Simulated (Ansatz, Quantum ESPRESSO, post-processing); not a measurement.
# Conductance against width: vacuum gaps between two Pb(111) faces, part 2 of 2

Aim: how the conductance falls as the barrier grows, for vacuum gaps between two Pb(111) faces.

Quantum ESPRESSO 7.5; plane-wave DFT, PBE, GBRV ultrasoft pseudopotentials; cross-check by Ansatz 0.2.0 with PAW datasets.

So far. Step 9 (The open system, 5.5 Å): T goes from 0.367 to 0.0811, a factor of 4.5. Step 10 (Cross-check with Ansatz, 5.5 Å): Ansatz finds T = 0.0781 against pwcond's 0.0811.

## (11) SCF with pw.x, 6.5 Å

Level of this step: plane-wave DFT, PBE, GBRV ultrasoft pseudopotentials (Quantum ESPRESSO 7.5).

Contents of j3.scf.in:

```
&control
  prefix = 'j3.scf'
  outdir = './out'
  pseudo_dir = './pseudo'
  calculation = 'scf'
  tprnfor = .true.
/
&system
  ibrav = 0
  nat = 12
  ntyp = 1
  ecutwfc = 40
  ecutrho = 200
  occupations = 'smearing'
  smearing = 'mv'
  degauss = 0.01
/
&electrons
  conv_thr = 1e-07
  mixing_beta = 0.25
  electron_maxstep = 120
  mixing_mode = 'local-TF'
/
ATOMIC_SPECIES
  Pb  207.2000  pb_pbe_v1.uspp.F.UPF
CELL_PARAMETERS angstrom
  3.55674710936833 0.00000000000000 0.00000000000000
  1.77837355468417 3.08023335154985 0.00000000000000
  0.00000000000000 0.00000000000000 38.44479039426199
ATOMIC_POSITIONS crystal
  Pb  0.000000000000 0.000000000000 0.000000000000
  Pb  0.333333333000 0.333333333000 0.075538761539
  Pb  0.666666667000 0.666666667000 0.151077523079
  Pb  0.000000000000 0.000000000000 0.226616284618
  Pb  0.333333333000 0.333333333000 0.302155046158
  Pb  0.666666667000 0.666666667000 0.377693807697
  Pb  0.000000000000 0.000000000000 0.546767430764
  Pb  0.333333333000 0.333333333000 0.622306192303
  Pb  0.666666667000 0.666666667000 0.697844953842
  Pb  0.000000000000 0.000000000000 0.773383715382
  Pb  0.333333333000 0.333333333000 0.848922476921
  Pb  0.666666667000 0.666666667000 0.924461238461
K_POINTS automatic
  8 8 1 0 0 0
```

On the command line:

```sh
OMP_NUM_THREADS=1 mpirun -n 4 pw.x -nk 4 -in j3.scf.in > j3.scf.out
```

Elapsed: 2 min, on 4 MPI ranks of Arm Neoverse V2, shared host; peak memory 1.3 GiB.

Numbers from this step:

| Property | Result |
| --- | --- |
| free energy | -26801.3281 eV |
| Fermi energy | 9.283 eV |

## (12) The open system, 6.5 Å

Contents of j3.cond.in:

```
&inputcond
  outdir = './out'
  prefixt = 'j3.scf'
  tran_file = 'j3.cond.dat'
  bdl = 2.4494897422
  bds = 10.8089749448
  ikind = 1
  ewind = 4.0
  epsproj = 1e-05
  nz1 = 7
  energy0 = 0.4
  denergy = -0.4
/
10
  0.00000000 0.00000000 0.01562500
  0.00000000 0.12500000 0.09375000
  0.00000000 0.25000000 0.09375000
  0.00000000 0.37500000 0.09375000
  0.00000000 0.50000000 0.04687500
  0.12500000 0.25000000 0.09375000
  0.12500000 0.37500000 0.18750000
  0.12500000 0.50000000 0.18750000
  0.25000000 0.50000000 0.09375000
  0.25000000 0.62500000 0.09375000
3
```

On the command line:

```sh
OMP_NUM_THREADS=1 mpirun -n 4 pwcond.x -in j3.cond.in > j3.cond.out
```

Run time: 88 s. Hardware: 4 MPI ranks; peak memory 0.36 GiB.

Numbers from this step:

* lead channels at the Fermi level, one spin: 1.141
* transmission at the Fermi level, one spin: 0.01782
* conductance: 0.01782 G₀

Per spin; mean over the k mesh across the current. Table of transmission, zone mean by energy, zero at the Fermi level:

```csv
energy (eV),"transmission, zone mean"
-0.400,0.0112
0.000,0.0178
0.400,0.0213
```

T goes from 0.0811 to 0.0178, a factor of 4.6.

## (13) Cross-check with Ansatz, 6.5 Å

Level of this step: plane-wave DFT, PBE, Ansatz PAW (Ansatz 0.2.0).

Contents of input.yaml:

```yaml
crystal:
  lattice:
    - [3.5567471094, 0.0, 0.0]
    - [1.7783735547, 3.0802333515, 0.0]
    - [0.0, 0.0, 38.4447903943]
  atoms:
    - { symbol: Pb, position: [0.0, 0.0, 0.0] }
    - { symbol: Pb, position: [0.333333333, 0.333333333, 0.0755387615] }
    - { symbol: Pb, position: [0.666666667, 0.666666667, 0.1510775231] }
    - { symbol: Pb, position: [0.0, 0.0, 0.2266162846] }
    - { symbol: Pb, position: [0.333333333, 0.333333333, 0.3021550462] }
    - { symbol: Pb, position: [0.666666667, 0.666666667, 0.3776938077] }
    - { symbol: Pb, position: [0.0, 0.0, 0.5467674308] }
    - { symbol: Pb, position: [0.333333333, 0.333333333, 0.6223061923] }
    - { symbol: Pb, position: [0.666666667, 0.666666667, 0.6978449538] }
    - { symbol: Pb, position: [0.0, 0.0, 0.7733837154] }
    - { symbol: Pb, position: [0.333333333, 0.333333333, 0.8489224769] }
    - { symbol: Pb, position: [0.666666667, 0.666666667, 0.9244612385] }
kpoints:
  mp_grid: { grid: [8, 8, 1] }
hamiltonian:
  xc: pbe
scf:
  occupations: { method: fermi_dirac, width: 0.1 }
  convergence: { dr2_threshold: 1.0e-08 }
output:
  transmission: { leads: [[0, 3]], e_range: [-0.4, 0.4], de: 0.4, kmesh: [8, 8] }
  write_potential: true
  write_density: true
  volumetric_format: npy
  elf: true
```

On the command line:

```sh
ansatz run input.yaml --threads 4 --pin off --max-ram 8192MiB --backend cpu --events-out ev --progress --plain --runs-dir out
```

Run time: 16 s. Hardware: 4 threads; peak memory 1.3 GiB.

This step gave:

- free energy: -142876.7501 eV
- energy at zero smearing: -142876.6466 eV
- smearing term TS: 0.2069 eV
- Fermi energy: 9.000 eV
- transmission at the Fermi level, one spin: 0.01453
- lead channels at the Fermi level, one spin: 1.234
- step of the lead's Hamiltonian over a period: 156.6 meV

Per spin; mean over the k mesh across the current. The transmission, zone mean by energy, zero at the Fermi level:

```csv
energy (eV),"transmission, zone mean"
-0.400,0.0111
0.000,0.0145
0.400,0.0213
```

Ansatz finds T = 0.0145 against pwcond's 0.0178.

## (14) The series side by side

All levels:

```csv
level,T by pwcond,T by Ansatz,lead channels,CPU time (s)
3.5 Å,0.9806,0.979,1.234,695.9
4.5 Å,0.3674,0.3673,1.234,777.2
5.5 Å,0.08113,0.07807,1.234,771.9
6.5 Å,0.01782,0.01453,1.141,842.8
```

## (15) A check by hand

For the narrowest barrier, the Landauer sum over the mesh, Σ w T = 0.1875 × 1.62 + 0.1875 × 0.901 + 0.0938 × 0.966 + … = 0.9806.

G = 0.981 × 77.48 µS = 76 µS a cell. Times the area of 10.956 Å², the resistance-area product is A/G = 1.44 fΩ m², the leads' contact resistance included.

Free electrons at 4 an atom (3 atoms in 95.4 Å³) have k_F = 1.550 1/Å and offer A k_F²/4π = 2.09 channels per spin; the lead has 1.23 on this mesh.

κ = ln(T₁/T₂)/(2Δd) = ln(0.08113/0.01782)/(2 × 1 Å) = 0.76 1/Å.

## (16) Results

- conductance a cell at 3.5 Å: 0.981 G₀
- conductance a cell at 4.5 Å: 0.367 G₀
- conductance a cell at 5.5 Å: 0.0811 G₀
- conductance a cell at 6.5 Å: 0.0178 G₀
- fall of ln T per Å over the last interval: 1.52

The conductance goes from 0.981 G₀ at 3.5 Å to 0.0178 G₀ at 6.5 Å (PBE, GBRV ultrasoft). Interval by interval ln T falls by 0.98, 1.51 and 1.52 per Å. The last interval gives κ = 0.76 1/Å in T ∝ exp(−2κd), an apparent barrier of (κ/0.512)² = 2.2 eV. Ansatz follows the series within a factor of 1.23. Points with over 2.5 times the mean carry up to 57 % of T, so the means lean on few points, and the mesh was not tested. The geometries are as built, not relaxed, and the leads are short. Semilocal functionals lack the image potential in a vacuum gap. Spin-orbit coupling is left out; depending on the atoms that carry the levels of interest, it can split and shift them by tenths of an eV to an eV or more.

[Logs are printed without paths, hosts, clocks, repeated set-up lines and the standing remarks that a program may print on its own settings, such as how far it seeks lower states.]

[Hosts, paths, dates, database ids (printed as entryN), source tags and the programs' standing remarks are cut or masked in the printed files.]

[Maps of the electrostatic potential energy from Ansatz leave out the sawtooth potential of an applied field or a dipole correction, so their vacuum need not be flat; planar profiles and work functions include it.]
